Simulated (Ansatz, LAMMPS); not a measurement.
**Relaxing glassy 39BaO-61TiO2 (mol %) (94 atoms)**

Wanted: the relaxed structure of glassy 39BaO-61TiO2 (mol %) (94 atoms) and its electronic structure.

Main program and level: Ansatz 0.2.0; Kohn-Sham DFT, PBE, PAW (set soft_2), plane waves.

Most raw output is cut from this account.

### 1. Starting point

The cell holds 94 atoms: 14 Ba, 22 Ti and 58 O. Its edges and angles: a = 11.433 Å, b = 11.433 Å, c = 11.433 Å, α = 90.0°, β = 90.0°, γ = 90.0°. 94 atoms (14 Ba, 22 Ti, 58 O) placed at random at 4.7 g/cm³, melted at 4000 K for 10 ps at fixed volume with the Morse and Coulomb pair potential with partial charges (Pedone, Malavasi, Menziani, Cormack and Segre, J. Phys. Chem. B 110, 11780 (2006)). Quenched from 4000 K to 300 K at 50 K/ps and fixed volume, held 10 ps at zero pressure, then minimised at fixed cell.

Before any run, some limits are plain. The quench rate of 50 K/ps is orders of magnitude faster than experiment, which tends to freeze in extra defects. The network of bonds at the start is that of the classical potential that made the cell. Only the Γ point is sampled, in a cell whose shortest periodic width is 11 Å. Spin–orbit coupling is left out, which matters for the levels of the heavy elements.

### 2. Making the structure

A classical potential makes the cell, at a small fraction of what the same run would cost in DFT.

This step: classical MD, Morse and Coulomb pair potential with partial charges (Pedone, Malavasi, Menziani, Cormack and Segre, J. Phys. Chem. B 110, 11780 (2006)) (LAMMPS 22 Jul 2025 - Update 4).

Contents of in.lmp:

```
# melt-quench of Ba14Ti22O58
units metal
atom_style charge
boundary p p p
region box block 0 11.1335 0 11.1335 0 11.1335
create_box 3 box
mass 1 137.3270   # Ba
mass 2 47.8670   # Ti
mass 3 15.9990   # O
create_atoms 1 random 14 734474 NULL overlap 1.5 maxtry 2000
create_atoms 2 random 22 734481 NULL overlap 1.5 maxtry 2000
create_atoms 3 random 58 734488 NULL overlap 1.5 maxtry 2000
pair_style hybrid/overlay pedone 5.5 coul/long 8.0
pair_coeff * * coul/long
pair_coeff 1 3 pedone 0.065011 1.547596 3.393410 5   # Ba-O
pair_coeff 2 3 pedone 0.024235 2.254703 2.708943 1   # Ti-O
pair_coeff 3 3 pedone 0.042395 1.379316 3.618701 22   # O-O
set type 1 charge 1.2
set type 2 charge 2.4
set type 3 charge -1.2
kspace_style pppm 1.0e-4
neigh_modify delay 0 every 1 check yes
thermo_style custom step time temp pe press density
thermo_modify norm yes
timestep 0.002
thermo 100
min_style cg
minimize 1e-4 1e-4 200 2000
reset_timestep 0
velocity all create 4000 734475 mom yes dist gaussian
fix lim all nve/limit 0.05
fix lan all langevin 4000 4000 0.2 734476 zero yes
thermo 500
run 1000 post no
# [... 10 lines left out ...]
thermo 1666
fix md all npt temp 300 300 0.2 iso 0 0 2
run 5000 post no
unfix md
thermo 100
min_style cg
minimize 0 1e-3 2000 20000
write_dump all custom glass.dump id type xs ys zs modify sort id
```

The run is started by

```console
$ lmp -in in.lmp -log none -nocite
```

Wall time 18 s (1 thread of Intel Xeon 6975P-C (Granite Rapids), shared host); peak memory 0.068 GiB.

### 3. Single point at the start

The forces at the start show how far the geometry lies from a minimum of this functional.

Contents of input.yaml:

```yaml
crystal:
  lattice:
    - [11.43341, 0.0, 0.0]
    - [0.0, 11.43341, 0.0]
    - [0.0, 0.0, 11.43341]
  atoms:
    - { symbol: Ba, position: [0.27699, 0.91817, 0.86631] }
    - { symbol: Ba, position: [0.53607, 0.47927, 0.79729] }
    - { symbol: Ba, position: [0.83138, 0.32018, 0.69644] }
    - { symbol: Ba, position: [0.87013, 0.97278, 0.47763] }
    - { symbol: Ba, position: [0.37026, 0.25378, 0.98038] }
    - { symbol: Ba, position: [0.13607, 0.98471, 0.2773] }
    - { symbol: Ba, position: [0.20722, 0.13382, 0.55852] }
    - { symbol: Ba, position: [0.98945, 0.82984, 0.02935] }
    - { symbol: Ba, position: [0.70392, 0.79028, 0.63315] }
    - { symbol: Ba, position: [0.40189, 0.3521, 0.49994] }
    - { symbol: Ba, position: [0.00522, 0.47534, 0.15787] }
    - { symbol: Ba, position: [0.66177, 0.80747, 0.24392] }
    - { symbol: Ba, position: [0.72352, 0.51365, 0.37076] }
    - { symbol: Ba, position: [0.28783, 0.68951, 0.30185] }
    - { symbol: Ti, position: [0.96399, 0.7242, 0.36031] }
    - { symbol: Ti, position: [0.44364, 0.94807, 0.45865] }
    - { symbol: Ti, position: [0.05915, 0.20165, 0.99873] }
    - { symbol: Ti, position: [0.47755, 0.47337, 0.1666] }
    - { symbol: Ti, position: [0.41719, 0.7038, 0.63147] }
    - { symbol: Ti, position: [0.52786, 0.17851, 0.75686] }
    - { symbol: Ti, position: [0.16716, 0.4007, 0.77009] }
    - { symbol: Ti, position: [0.26652, 0.61565, 0.95778] }
    - { symbol: Ti, position: [0.76428, 0.58855, 0.00744] }
    - { symbol: Ti, position: [0.09004, 0.47395, 0.48234] }
    - { symbol: Ti, position: [0.62377, 0.1463, 0.50597] }
    - { symbol: Ti, position: [0.83556, 0.0478, 0.15071] }
    - { symbol: Ti, position: [0.90841, 0.25515, 0.4194] }
    - { symbol: Ti, position: [0.76956, 0.28106, 0.9588] }
    - { symbol: Ti, position: [0.9332, 0.60314, 0.77032] }
    - { symbol: Ti, position: [0.53591, 0.78013, 0.92998] }
    - { symbol: Ti, position: [0.23304, 0.30096, 0.25513] }
    - { symbol: Ti, position: [0.12895, 0.77935, 0.60343] }
    - { symbol: Ti, position: [0.00421, 0.02435, 0.76024] }
    - { symbol: Ti, position: [0.741, 0.00116, 0.85439] }
    - { symbol: Ti, position: [0.63025, 0.21653, 0.21931] }
    - { symbol: Ti, position: [0.44066, 0.99344, 0.148] }
    - { symbol: O, position: [0.64948, 0.87117, 0.86032] }
    - { symbol: O, position: [0.78397, 0.19062, 0.49347] }
    - { symbol: O, position: [0.75036, 0.44133, 0.95705] }
    - { symbol: O, position: [0.73369, 0.20778, 0.08955] }
    - { symbol: O, position: [0.17705, 0.38966, 0.61193] }
    - { symbol: O, position: [0.28538, 0.91743, 0.46095] }
    - { symbol: O, position: [0.1737, 0.60913, 0.50837] }
    - { symbol: O, position: [0.387, 0.7184, 0.96503] }
    - { symbol: O, position: [0.39745, 0.27882, 0.74114] }
    - { symbol: O, position: [0.15225, 0.71544, 0.91722] }
    - { symbol: O, position: [0.44602, 0.07392, 0.84388] }
    - { symbol: O, position: [0.16147, 0.26365, 0.1193] }
    - { symbol: O, position: [0.85262, 0.32496, 0.2957] }
    - { symbol: O, position: [0.36222, 0.38767, 0.23342] }
    - { symbol: O, position: [0.14916, 0.28226, 0.87351] }
    - { symbol: O, position: [0.8086, 0.61418, 0.15218] }
    - { symbol: O, position: [0.59809, 0.37496, 0.19025] }
    - { symbol: O, position: [0.61814, 0.26307, 0.87105] }
    - { symbol: O, position: [0.7225, 0.08054, 0.25629] }
    - { symbol: O, position: [0.06749, 0.0619, 0.89856] }
    - { symbol: O, position: [0.58148, 0.22814, 0.37457] }
    - { symbol: O, position: [0.01025, 0.70152, 0.68006] }
    - { symbol: O, position: [0.7878, 0.97588, 0.01617] }
    - { symbol: O, position: [0.97606, 0.10806, 0.10966] }
    - { symbol: O, position: [0.27847, 0.18058, 0.3354] }
    - { symbol: O, position: [0.49767, 0.72395, 0.76594] }
    - { symbol: O, position: [0.59722, 0.25596, 0.62226] }
    - { symbol: O, position: [0.63116, 0.9884, 0.47756] }
    - { symbol: O, position: [0.81631, 0.74271, 0.41239] }
    - { symbol: O, position: [0.10414, 0.92755, 0.68378] }
    - { symbol: O, position: [0.81758, 0.15148, 0.8681] }
    - { symbol: O, position: [0.06058, 0.74083, 0.2403] }
    - { symbol: O, position: [0.45936, 0.56517, 0.58143] }
    - { symbol: O, position: [0.88944, 0.9206, 0.23318] }
    - { symbol: O, position: [0.22283, 0.55888, 0.09446] }
    - { symbol: O, position: [0.04308, 0.81285, 0.46975] }
    - { symbol: O, position: [0.79745, 0.56633, 0.70056] }
    - { symbol: O, position: [0.44865, 0.47358, 0.01714] }
    - { symbol: O, position: [0.47812, 0.80611, 0.52805] }
    - { symbol: O, position: [0.93676, 0.3059, 0.98648] }
    - { symbol: O, position: [0.02318, 0.47507, 0.77506] }
    - { symbol: O, position: [0.51689, 0.88846, 0.05894] }
    [... 10 atom lines left out ...]
    - { symbol: O, position: [0.45565, 0.93804, 0.29631] }
    - { symbol: O, position: [0.00991, 0.14558, 0.3923] }
    - { symbol: O, position: [0.27484, 0.75608, 0.66346] }
    - { symbol: O, position: [0.50698, 0.59995, 0.24884] }
    - { symbol: O, position: [0.98293, 0.57069, 0.39227] }
    - { symbol: O, position: [0.26055, 0.50723, 0.83984] }
kpoints:
  mp_grid: { grid: [1, 1, 1] }
hamiltonian:
  xc: pbe
scf:
  occupations: { method: fixed }
output:
  forces: true
  stress: true
  populations: true
  dos:
    method: { smearing: { sigma: 0.08 } }
    de: 0.1
    projected: { site_lists: { Ba: [Ba], O: [O], Ti: [Ti] } }
  eigenvalues: true
```

The run is started by

```console
$ ansatz run input.yaml --threads 4 --pin off --max-ram 8192MiB --backend cpu --events-out ev --progress --plain --runs-dir out
```

Wall time 23 s (4 threads of Intel Xeon 6975P-C (Granite Rapids), shared host); peak memory 2.3 GiB; 78 s of CPU time.

The run gave:

```
free energy                                      : -171329.4986 eV
free energy per atom                             : -1822.6542 eV/atom
SCF cycles                                       : 12
pressure                                         : 3.603 GPa
r.m.s. force component                           : 0.8096 eV/Å
longest force                                    : 2.93 eV/Å
Fermi energy                                     : 7.402 eV
gap (highest filled to lowest empty level) : 1.838 eV
spilling of the projection                       : 0.007601
```

The r.m.s. force component of 0.81 eV/Å and the pressure of 3.6 GPa set the starting point.

Neighbours are counted within 2.64 Å (O-Ti), 3.74 Å (O-Ba).

Length of the force by element and coordination:

| element | coordination | atoms | mean length of the force (eV/Å) | spread | least | most |
| --- | --- | --- | --- | --- | --- | --- |
| Ba | all | 14 | 0.709 | 0.294 | 0.305 | 1.26 |
| Ba | 8 | 2 | 0.783 | 0.346 | 0.437 | 1.13 |
| Ba | 9 | 5 | 0.675 | 0.270 | 0.339 | 1.14 |
| Ba | 10 | 6 | 0.693 | 0.308 | 0.305 | 1.26 |
| Ba | 11 | 1 | 0.827 | 0 | 0.827 | 0.827 |
| O | all | 58 | 1.41 | 0.535 | 0.422 | 2.93 |
| O | 3 | 17 | 1.32 | 0.448 | 0.422 | 2.14 |
| O | 4 | 25 | 1.45 | 0.569 | 0.494 | 2.93 |
| O | 5 | 16 | 1.45 | 0.554 | 0.786 | 2.49 |
| Ti | all | 22 | 1.29 | 0.586 | 0.290 | 2.90 |
| Ti | 4 | 11 | 1.09 | 0.381 | 0.290 | 1.61 |
| Ti | 5 | 11 | 1.48 | 0.682 | 0.381 | 2.90 |

### 4. Relaxation

With the cell held, the atoms are moved downhill towards a nearby minimum.

input.yaml, the sections that differ from step 3:

```yaml
output:
  forces: true
relax:
  f_tol: 0.05
  max_steps: 200
# crystal, kpoints, hamiltonian, scf: as in step 3
```

Wall time 5.3 min (4 threads); peak memory 2.2 GiB; 18 min of CPU time.

The steps of the relaxation (22 of 28):

| step | energy less that of the first step (eV) | largest force component (eV/Å) |
| --- | --- | --- |
| 1 | 0.0000 | 2.7924 |
| 2 | -3.6116 | 1.5203 |
| 4 | -5.3000 | 0.3322 |
| 5 | -5.4409 | 0.2036 |
| 6 | -5.5125 | 0.3653 |
| 7 | -5.5861 | 0.1700 |
| 9 | -5.7207 | 0.2886 |
| 10 | -5.7926 | 0.1519 |
| 11 | -5.8287 | 0.1196 |
| 13 | -5.8891 | 0.1844 |
| 14 | -5.9041 | 0.3848 |
| 15 | -5.9500 | 0.1316 |
| 16 | -5.9773 | 0.2515 |
| 18 | -6.1494 | 0.3492 |
| 19 | -6.3038 | 0.2747 |
| 20 | -6.4576 | 0.2642 |
| 22 | -6.6050 | 0.2544 |
| 23 | -6.6223 | 0.2540 |
| 24 | -6.6734 | 0.1281 |
| 25 | -6.5638 | 0.3019 |
| 27 | -6.6561 | 0.1663 |
| 28 | -6.6902 | 0.0297 |

Relaxation steps 25, 27 were tried and not accepted.

The atoms that moved most (Å):

| atom | dx | dy | dz | length |
| --- | --- | --- | --- | --- |
| O69 | -0.974 | 0.296 | -1.153 | 1.538 |
| O62 | 0.170 | -0.992 | -0.996 | 1.416 |
| O55 | -0.989 | -0.387 | -0.465 | 1.159 |
| O51 | 0.300 | -0.037 | -0.928 | 0.976 |
| O42 | 0.112 | 0.586 | 0.613 | 0.856 |
| O43 | -0.797 | 0.252 | -0.007 | 0.835 |
| O70 | -0.662 | -0.036 | 0.136 | 0.677 |
| Ba12 | -0.265 | 0.076 | 0.605 | 0.665 |

The relaxation changed the energy by -71.2 meV/atom, and atoms moved by 0.48 Å r.m.s., 1.5 Å at most.

### 5. Local order after relaxation

Bonds before and after, by the cutoffs listed below:

| pair | bonds before | bonds after | mean before (Å) | mean after (Å) | spread before (Å) | spread after (Å) |
| --- | --- | --- | --- | --- | --- | --- |
| O-Ti | 99 | 101 | 1.857 | 1.899 | 0.102 | 0.125 |
| O-Ba | 113 | 109 | 2.946 | 2.847 | 0.208 | 0.231 |

Density 4.34 g/cm³, 15.90 Å³ an atom.

Pair distribution functions g(r), in bins of 0.2 Å:

| r (Å) | total | O-O | O-Ti | O-Ba | Ti-Ti | Ti-Ba | Ba-Ba |
| --- | --- | --- | --- | --- | --- | --- | --- |
| 1.70 | 0.86 | 0.00 | 3.00 | 0.00 | 0.00 | 0.00 | 0.00 |
| 1.90 | 2.41 | 0.00 | 8.35 | 0.00 | 0.00 | 0.00 | 0.00 |
| 2.10 | 0.47 | 0.00 | 1.62 | 0.00 | 0.00 | 0.00 | 0.00 |
| 2.30 | 0.07 | 0.00 | 0.26 | 0.00 | 0.00 | 0.00 | 0.00 |
| 2.50 | 0.42 | 0.17 | 0.00 | 1.90 | 0.00 | 0.00 | 0.00 |
| 2.70 | 1.44 | 2.02 | 0.07 | 3.51 | 0.00 | 0.00 | 0.00 |
| 2.90 | 1.70 | 2.86 | 0.05 | 2.90 | 1.12 | 0.00 | 0.00 |
| 3.10 | 1.12 | 2.19 | 0.19 | 0.92 | 1.01 | 0.00 | 0.00 |
| 3.30 | 0.81 | 1.18 | 0.29 | 0.67 | 1.77 | 0.86 | 0.00 |
| 3.50 | 1.11 | 0.91 | 1.09 | 0.36 | 2.58 | 3.47 | 0.00 |
| 3.70 | 0.95 | 0.72 | 0.74 | 0.85 | 1.08 | 2.94 | 1.75 |
| 3.90 | 0.88 | 0.65 | 1.08 | 0.57 | 0.81 | 2.03 | 1.57 |
| 4.10 | 0.98 | 0.61 | 1.27 | 0.44 | 0.75 | 2.66 | 3.60 |
| 4.30 | 0.94 | 0.57 | 1.43 | 0.78 | 0.67 | 1.47 | 1.29 |
| 4.50 | 1.00 | 0.54 | 1.59 | 1.02 | 1.23 | 0.76 | 1.20 |
| 4.70 | 1.14 | 0.94 | 1.46 | 1.22 | 1.12 | 0.52 | 1.36 |
| 4.90 | 1.02 | 1.06 | 1.11 | 1.17 | 0.30 | 0.89 | 0.00 |
| 5.10 | 1.09 | 1.20 | 0.86 | 1.64 | 1.03 | 0.36 | 0.23 |
| 5.30 | 0.99 | 1.29 | 0.56 | 1.28 | 1.15 | 0.35 | 0.65 |
| 5.50 | 0.96 | 1.36 | 0.52 | 1.09 | 0.82 | 0.45 | 0.39 |

Bonds by pair of elements; cutoffs follow the first minimum of g(r), held within bounds set by covalent radii, and pairs that aren't listed don't count as bonded:

| pair A-B | cutoff (Å) | bonds | mean length (Å) | spread (Å) | shortest (Å) | B about A | A about B |
| --- | --- | --- | --- | --- | --- | --- | --- |
| O-Ti | 2.64 | 101 | 1.90 | 0.125 | 1.73 | 1.74 | 4.59 |
| O-Ba | 3.48 | 109 | 2.85 | 0.231 | 2.52 | 1.88 | 7.79 |

How many atoms have how many bonded neighbours:

| element | mean | 3 | 4 | 5 | 6 | 7 | 8 | 9 |
| --- | --- | --- | --- | --- | --- | --- | --- | --- |
| Ba | 7.79 | 0 | 0 | 0 | 0 | 4 | 9 | 1 |
| O | 3.62 | 26 | 28 | 4 | 0 | 0 | 0 | 0 |
| Ti | 4.59 | 0 | 10 | 11 | 1 | 0 | 0 | 0 |

Bond angles (no mean is given where the spread exceeds 20°):

| angle | count | mean (°) | spread (°) |
| --- | --- | --- | --- |
| O-Ti-O | 185 | - | - |
| Ba-O-Ti | 172 | 108 | 19.3 |
| Ba-O-Ba | 66 | - | - |
| Ti-O-Ti | 48 | - | - |

Bond length by coordination (bonds to H left out):

| element | coordination | atoms | mean bond length (Å) |
| --- | --- | --- | --- |
| Ba | 7 | 4 | 2.82 |
| Ba | 8 | 9 | 2.85 |
| Ba | 9 | 1 | 2.86 |
| O | 3 | 26 | 2.26 |
| O | 4 | 28 | 2.45 |
| O | 5 | 4 | 2.60 |
| Ti | 4 | 10 | 1.83 |
| Ti | 5 | 11 | 1.93 |
| Ti | 6 | 1 | 2.04 |

Rings of the network by King's shortest-path rule, up to 12 atoms, one path for each pair of neighbours; H, halogens, alkali and alkaline-earth atoms are left out, and the last column divides by all other atoms, bonded or not:

| ring size (atoms) | rings | per network atom |
| --- | --- | --- |
| 4 | 7 | 0.088 |
| 6 | 7 | 0.088 |
| 8 | 12 | 0.15 |
| 10 | 5 | 0.062 |
| 12 | 3 | 0.038 |

For some of the pairs, g(r) has its first main peak near 2.9 Å (O-O), 1.9 Å (O-Ti), 2.7 Å (O-Ba) and 3.5 Å (Ti-Ba). With the cutoffs above, 64 % of Ba atoms have 8, 48 % of O atoms have 4 and 50 % of Ti atoms have 5 bonded neighbours. Rings of 8 atoms are the most common (35 % of those counted); sizes run from 4 to 12, where the search stops.

(Part 1 of 2 ends here.)

[Logs are printed without paths, hosts, clocks, repeated set-up lines and the standing remarks that a program may print on its own settings, such as how far it seeks lower states.]

[Hosts, paths, dates, database ids (printed as entryN), source tags and the programs' standing remarks are cut or masked in the printed files.]
